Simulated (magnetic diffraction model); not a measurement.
# Moment size from magnetic intensity in LiMn2

Space group Fd-3m (no. 227, origin choice 1), a = 6.6980 Å.

| site | atom | x | y | z |
| --- | --- | --- | --- | --- |
| 16c | Mn | 3/8 | 1/8 | 3/8 |
| 8b | Li | 1/4 | 3/4 | 1/4 |

The compound is invented for this exercise: a known structure type with other elements, its cell scaled to their sizes and not relaxed.

Only Mn is taken to order (form factors of Mn2+); orders and moment sizes are assumed, and not adapted to the symmetry. Radiation: neutrons of λ = 1.8 Å, 3° to 100°; isotropic B of 0.2 Å² (Mn) and 0.39 Å² (Li). The intensities are simulated: I ∝ L Σ (|F_N|² + |F_M⊥|²) for unpolarised neutrons, with F_M = 2.695 fm/μB × Σ f(s) S exp(2πi Q·r) exp(−B s²) at Q = H ± k (one set where k and −k are equivalent), only the part normal to Q counting and L = 1/(sin²θ cos θ). For collinear order S is the moment m, which repeats by lattice and centring translations R with the sign exp(−2πi k·R). Form factors are spin-only for 3d ions and dipole or tabulated for f ions, scattering lengths are Sears's of 1992, and absorption is left out. A label names one of the reflections at its angle. The strongest nuclear line in the range is 100, and lines under 0.2 are left out.

In a first state the assumed order is k = (0 1 0), collinear moments along [010], 2.97 μB on Mn; signs + at (3/8, 1/8, 3/8), + at (7/8, 7/8, 1/8), + at (5/8, 7/8, 3/8), + at (1/8, 1/8, 1/8), with this pattern:

```csv
2θ (°),index,nuclear,magnetic
21.91,(1 0 1),0.0,167.3
26.92,(1 1 1),25.6,0.0
38.43,(1 2 1),0.0,24.1
44.67,(2 2 0),9.3,0.0
47.55,(2 1 2),0.0,63.4
50.29,(3 0 1),0.0,29.1
52.93,(3 1 1),100.0,0.0
55.48,(2 2 2),67.1,0.0
60.37,(3 2 1),0.0,20.5
65.02,(4 0 0),22.1,0.0
67.29,(4 1 0),0.0,25.7
69.51,(3 0 3),0.0,4.8
71.70,(3 3 1),14.3,0.0
78.14,(3 2 3),0.0,3.8
82.34,(4 2 2),7.1,0.0
84.42,(4 3 0),0.0,4.2
```
(The table stops after 16 lines; 4 more lie at higher angle.)

**Question.** Nearer the ordering temperature the line at 21.91° has total intensity 42.1 on the same scale, and all moments have shrunk alike. How large is the Mn moment?

The nuclear part, 0.0, stays, so the magnetic part is 42.1 against 167.3. It goes as m², so m = 2.97 × √(42.1/167.3) = 1.49 μB; the value used was 1.49 μB.

[Logs are printed without paths, hosts, clocks, repeated set-up lines and the standing remarks that a program may print on its own settings, such as how far it seeks lower states.]
